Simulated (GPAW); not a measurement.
**Cu K ELNES/XANES of CuSe (P4/nmm) from DFT**

Aim: the dependence of the Cu K near-edge features of CuSe (P4/nmm) on volume.

Calculated with GPAW 26.7.0; X-ray absorption from dipole matrix elements to empty bands, plane-wave PAW LDA.

**1. The structure**

It takes space group P4/nmm (No. 129, tetragonal). Conventional cell: a = 3.775 Å, b = 3.775 Å, c = 5.438 Å, α = 90.00°, β = 90.00°, γ = 90.00°. Nearest to Se lie 4 Cu at 2.41 Å. Nearest to Cu lie 4 Se at 2.41 Å and 4 Cu at 2.67 Å. Farther neighbours and most contacts between anions are not listed.

Coordinates:

```xyz
4
Lattice="3.7746 0.0000 0.0000 0.0000 3.7746 0.0000 0.0000 0.0000 5.4383" Properties=species:S:1:pos:R:3 pbc="T T T"
Se    0.0000    1.8873    1.5064
Se    1.8873    0.0000    3.9319
Cu    1.8873    1.8873    0.0000
Cu    0.0000    0.0000    0.0000
```

**2. Ground state of the crystal**

The ground state comes first: it tells whether the system has a gap, which decides how the excited electron is treated.

File scf.py:

```python
import numpy as np
from ase import Atoms
from ase.parallel import parprint, paropen
from gpaw import GPAW, PW, FermiDirac, Mixer, MixerDif, setup_paths
from gpaw.test import gen
setup_paths.insert(0, '.')
gen('Cu', name='nch1s', xcname='LDA', corehole=(1, 0, 0), write_xml=True)
from gpaw.mpi import world
world.barrier()

atoms = Atoms('Se2Cu2',
    cell=[[3.77457995, 0, 0],
     [0, 3.77457995, 0],
     [0, 0, 5.43834287]],
    scaled_positions=[[0, 0.5, 0.27700358],
     [0.5, 0, 0.72299642],
     [0.5, 0.5, 0],
     [0, 0, 0]],
    pbc=True)
atoms.calc = calc = GPAW(legacy_gpaw=True, mode=PW(430, force_complex_dtype=True), xc='LDA', setups={2: 'nch1s'},
    kpts={'size': (7, 7, 5), 'gamma': True}, occupations=FermiDirac(0.05),
    charge=0, mixer=Mixer(0.1, 5, 50), maxiter=150,
    convergence={'density': 0.0001, 'eigenstates': 1e-6}, txt='scf.txt')
energy = atoms.get_potential_energy() + calc.get_reference_energy()
ef = calc.get_fermi_level()
out = dict(energy=energy, fermi=ef, forces=atoms.get_forces().tolist())
parprint(f'all-electron energy {energy:.4f} eV, Fermi level {ef:.4f} eV')
ev = np.array([[calc.get_eigenvalues(k, s) for k in range(len(calc.get_ibz_k_points()))] for s in range(calc.get_number_of_spins())])
out['homo'], out['lumo'], out['counts'] = ev[ev < ef].max(), ev[ev > ef].min(), sorted(set((ev < ef).sum((0, 2)).tolist()))
out['filled'] = (ev[:, 0] < ef).sum(1).tolist()
import json
with paropen('out.json', 'w') as f:
    json.dump(out, f)
```

Started as:

```
> OMP_NUM_THREADS=1 mpirun -n 4 gpaw python scf.py
```

Numbers of over 12 decimals in the logs are rounded to 6 here.

What it wrote:

```text
Input parameters:
  convergence: {density: 0.0001,
                eigenstates: 1e-06}
  kpts: {gamma: True,
         size: (7, 7, 5)}
  maxiter: 150
  mixer: {backend: pulay,
          beta: 0.1,
          method: separate,
          nmaxold: 5,
          weight: 50}
  mode: {ecut: 430.0,
         force_complex_dtype: True,
         name: pw}
  occupations: {fixmagmom: False,
                name: fermi-dirac,
                width: 0.05}
  setups: {2: nch1s}

Initialize ...

[... PAW data sets ...]

Reference energy: -221936.541381  # eV

Spin-paired calculation

[... convergence settings ...]
Symmetries present (total): 8
  [... symmetry matrices ...]

245 k-points: 7 x 7 x 5 Monkhorst-Pack grid
30 k-points in the irreducible part of the Brillouin zone
       k-points in crystal coordinates                weights
   0:     0.00000000    0.00000000    0.00000000          1/245
   1:     0.00000000    0.00000000    0.20000000          2/245
   2:     0.00000000    0.00000000    0.40000000          2/245
   3:     0.14285714    0.00000000    0.00000000          4/245
   4:     0.14285714    0.00000000    0.20000000          8/245
   5:     0.14285714    0.00000000    0.40000000          8/245
   6:     0.14285714    0.14285714    0.00000000          4/245
   7:     0.14285714    0.14285714    0.20000000          8/245
   8:     0.14285714    0.14285714    0.40000000          8/245
   9:     0.28571429    0.00000000    0.00000000          4/245
          ...
  29:     0.42857143    0.42857143    0.40000000          8/245

Wave functions: Plane wave expansion
  Cutoff energy: 430.000 eV
  Number of coefficients (min, max): 1553, 1588
  Pulay-stress correction: 0.000000 eV/Ang^3 (de/decut=0.000000)
  Using FFTW library
  Wavefunction extrapolation:
    Improved wavefunction reuse through dual PAW basis

Occupation numbers: Fermi-Dirac:
  width: 0.0500  # eV

Eigensolver
   Davidson(niter=2)

Densities:
  Coarse grid: 20*20*27 grid
  Fine grid: 40*40*54 grid
  Total Charge: 0.000000

Density mixing:
  Method: separate
  Backend: pulay
  Linear mixing parameter: 0.1
  old densities: 5
  Width of damping distribution: 1.1
  Damping of long wavelength oscillations: 50

[... Hamiltonian set-up ...]
Number of atoms: 4
Number of atomic orbitals: 26
Number of bands in calculation: 25
Number of valence electrons: 34
Bands to converge: occupied

... initialized

Initializing position-dependent things.

Density initialized from atomic densities
Creating initial wave functions:
  25 bands from LCAO basis set

Positions:
   0 Se     0.000000    1.887290    1.506440    ( 0.0000,  0.0000,  0.0000)
   1 Se     1.887290    0.000000    3.931902    ( 0.0000,  0.0000,  0.0000)
   2 Cu     1.887290    1.887290    0.000000    ( 0.0000,  0.0000,  0.0000)
   3 Cu     0.000000    0.000000    0.000000    ( 0.0000,  0.0000,  0.0000)

Unit cell:
           periodic     x           y           z      points  spacing
  1. axis:    yes    3.774580    0.000000    0.000000    20     0.1887
  2. axis:    yes    0.000000    3.774580    0.000000    20     0.1887
  3. axis:    yes    0.000000    0.000000    5.438343    27     0.2014

  Lengths:   3.774580   3.774580   5.438343
  Angles:   90.000000  90.000000  90.000000

Effective grid spacing dv^(1/3) = 0.1929

iter:   1   -20.367841
iter:   2   -18.235348   -1.14  -1.22
iter:   3   -17.860909   -1.26  -1.44
iter:   4   -17.779210   -2.58  -1.56
iter:   5   -17.764609   -2.25  -1.76
iter:   6   -17.739501   -3.14  -2.02
iter:   7   -17.735350   -3.11  -2.69
iter:   8   -17.735234c  -4.82  -3.03
iter:   9   -17.734939c  -4.12  -3.06
iter:  10   -17.734834c  -5.21  -3.36
iter:  11   -17.734851c  -5.84  -3.50
iter:  12   -17.734835c  -6.64c -3.71
iter:  13   -17.734824c  -6.13c -4.04c

Converged after 13 iterations.

Dipole moment: (-0.000000, -0.000000, -0.000000) |e|*Ang

Energy contributions relative to reference atoms: (reference = -221936.541381)

Kinetic:        -11.665592
Potential:       +6.362077
External:        +0.000000
XC:             -12.554381
Entropy (-ST):   -0.020957
Local:           +0.133550
SIC:             +0.000000
--------------------------
Free energy:    -17.745302
Extrapolated:   -17.734824

Showing only first 2 kpts
 Kpt  Band  Eigenvalues  Occupancy
  0    15      5.31347    0.00636
  0    16      6.20915    0.00000
  0    17      6.20915    0.00000
  0    18      7.62214    0.00000

  1    15      4.84687    1.94602
  1    16      5.94405    0.00000
  1    17      5.94405    0.00000
  1    18      8.34018    0.00000

Fermi level: 5.02611

No gap
No difference between direct/indirect transitions

Forces in eV/Ang:
  0 Se    0.00000    0.00000   -0.22898
  1 Se    0.00000    0.00000    0.22898
  2 Cu   -0.00000    0.00000    0.00000
  3 Cu    0.00000    0.00000    0.00000
Scalar-relativistic atomic LDA calculation for Cu (Copper, Z=29)
Core hole in 1s state (1s occupation: 2.0)
600 radial gridpoints.
|------------------------------------------------|
|------------------------------------------------|
[... the atom generator's iteration count ...]

Energy contributions:
-------------------------
Kinetic:    +1675.285700
XC:           -64.895881
Potential:  -3262.312180
-------------------------
Total:      -1651.922361

state      eigenvalue         ekin         rmax
-----------------------------------------------
1s^2.0 :  -324.467727   418.664247        0.034
2s^2.0 :   -38.956231    78.634526        0.197
2p^6.0 :   -33.679353    76.825479        0.158
3s^2.0 :    -4.193271    17.288793        0.614
3p^6.0 :    -2.647366    15.189343        0.619
3d^10.0:    -0.195673     9.285239        0.600
4s^1.0 :    -0.178486     1.169252        2.257
4p^0.0 :    -0.028757     0.396770        3.504
-----------------------------------------------
(units: Bohr and Hartree)

Generating PAW setup
Kinetic energy of the core from tauc = 1596.294566
Cutoffs:
rc(s)=2.200
rc(p)=2.200
rc(d)=2.000
rc(vbar)=1.800
rc(comp)=2.000
rc(nct)=2.200

Kinetic energy of the core states: 1581.264061
Charge: 0.0
Core electrons: 18.0
Valence electrons: 11.0
Pseudo-core charge: 0.387458
Shape function alpha=2.500
Pseudo-electron charge 4.216968
state    eigenvalue         norm
--------------------------------
4s(1) :    -0.178486     1.057125
*s    :     0.821514
4p(0) :    -0.028757     1.001617
*p    :     0.971243
3d(10):    -0.195673     0.277238
*d    :     0.804327
--------------------------------

Diagonalizing with gridspacing h=0.050

state   all-electron     PAW
-------------------------------
4s:      -0.178486    -0.178572
4p:      -0.028757    -0.028678
3d:      -0.195673    -0.196155
*f:                    0.071609
-------------------------------
all-electron energy -221954.2762 eV, Fermi level 5.0261 eV
```

The job ended after 7.9 s (4 MPI ranks of Arm Neoverse V2, shared host; peak memory 0.18 GiB).

The mesh shows no gap, so the system is treated as a metal and the core electron is put at the Fermi level (neutral cell).

**3. Supercell without a hole, the energy reference**

The photon energy needs a difference of total energies, so the cell and mesh of the coming hole run are first run without a hole.

scf.py: that of step 2 with these lines changed.

```diff
@@ -10,13 +10,25 @@
 
-atoms = Atoms('Se2Cu2',
-    cell=[[3.77457995, 0, 0],
-     [0, 3.77457995, 0],
-     [0, 0, 5.43834287]],
-    scaled_positions=[[0, 0.5, 0.27700358],
-     [0.5, 0, 0.72299642],
-     [0.5, 0.5, 0],
-     [0, 0, 0]],
+atoms = Atoms('Se8Cu8',
+    cell=[[0, 7.5491599, 0],
+     [-7.5491599, 0, 0],
+     [3.77457995, 3.77457995, 5.43834287]],
+    scaled_positions=[[0.11149821, 0.13850179, 0.27700358],
+     [0.11149821, 0.63850179, 0.27700358],
+     [0.61149821, 0.13850179, 0.27700358],
+     [0.61149821, 0.63850179, 0.27700358],
+     [0.63850179, 0.11149821, 0.72299642],
+     [0.63850179, 0.61149821, 0.72299642],
+     [0.13850179, 0.11149821, 0.72299642],
+     [0.13850179, 0.61149821, 0.72299642],
+     [0.25, 0.75, 0],
+     [0.25, 0.25, 0],
+     [0.75, 0.75, 0],
+     [0.75, 0.25, 0],
+     [0, 0, 0],
+     [0, 0.5, 0],
+     [0.5, 0, 0],
+     [0.5, 0.5, 0]],
     pbc=True)
-atoms.calc = calc = GPAW(legacy_gpaw=True, mode=PW(430, force_complex_dtype=True), xc='LDA', setups={2: 'nch1s'},
-    kpts={'size': (7, 7, 5), 'gamma': True}, occupations=FermiDirac(0.05),
+atoms.calc = calc = GPAW(legacy_gpaw=True, mode=PW(430, force_complex_dtype=True), xc='LDA', setups={8: 'nch1s'},
+    kpts={'size': (3, 3, 3), 'gamma': True}, occupations=FermiDirac(0.1),
     charge=0, mixer=Mixer(0.1, 5, 50), maxiter=150,
```

What it wrote:

```text
Input parameters:
  convergence: {density: 0.0001,
                eigenstates: 1e-06}
  kpts: {gamma: True,
         size: (3, 3, 3)}
  maxiter: 150
  mixer: {backend: pulay,
          beta: 0.1,
          method: separate,
          nmaxold: 5,
          weight: 50}
  mode: {ecut: 430.0,
         force_complex_dtype: True,
         name: pw}
  occupations: {fixmagmom: False,
                name: fermi-dirac,
[...]
*s    :     0.821514
4p(0) :    -0.028757     1.001617
*p    :     0.971243
3d(10):    -0.195673     0.277238
*d    :     0.804327
--------------------------------

Diagonalizing with gridspacing h=0.050

state   all-electron     PAW
-------------------------------
4s:      -0.178486    -0.178572
4p:      -0.028757    -0.028678
3d:      -0.195673    -0.196155
*f:                    0.071609
-------------------------------
all-electron energy -887817.0666 eV, Fermi level 4.9955 eV
[key lines of the parts left out:]
Converged after 14 iterations.
Dipole moment: (23.953516, -23.953516, -0.000000) |e|*Ang
Free energy:    -71.106637
Fermi level: 4.99546
```

Elapsed: 46 s, on 4 MPI ranks; peak memory 0.29 GiB; 3.1 min of CPU time.

Reference energy: -887817.067 eV with the cores included.

[end of part 1 of 3]

[Banner, clock and machine lines of the logs are left out without a mark of their own.]

[Logs are printed without paths, hosts, clocks, repeated set-up lines and the standing remarks that a program may print on its own settings, such as how far it seeks lower states.]

[Hosts, paths, dates, database ids (printed as entryN), source tags and the programs' standing remarks are cut or masked in the printed files.]

[Lists of maxima count a maximum above −3 eV only where it reaches 4 % of the highest in the window and stands out from its surroundings by 2 % of it (1.5 % where it reaches 55 %); shoulders and weaker maxima are passed over, and of the rest the first, up to two pre-edge ones and the few strongest are named.]
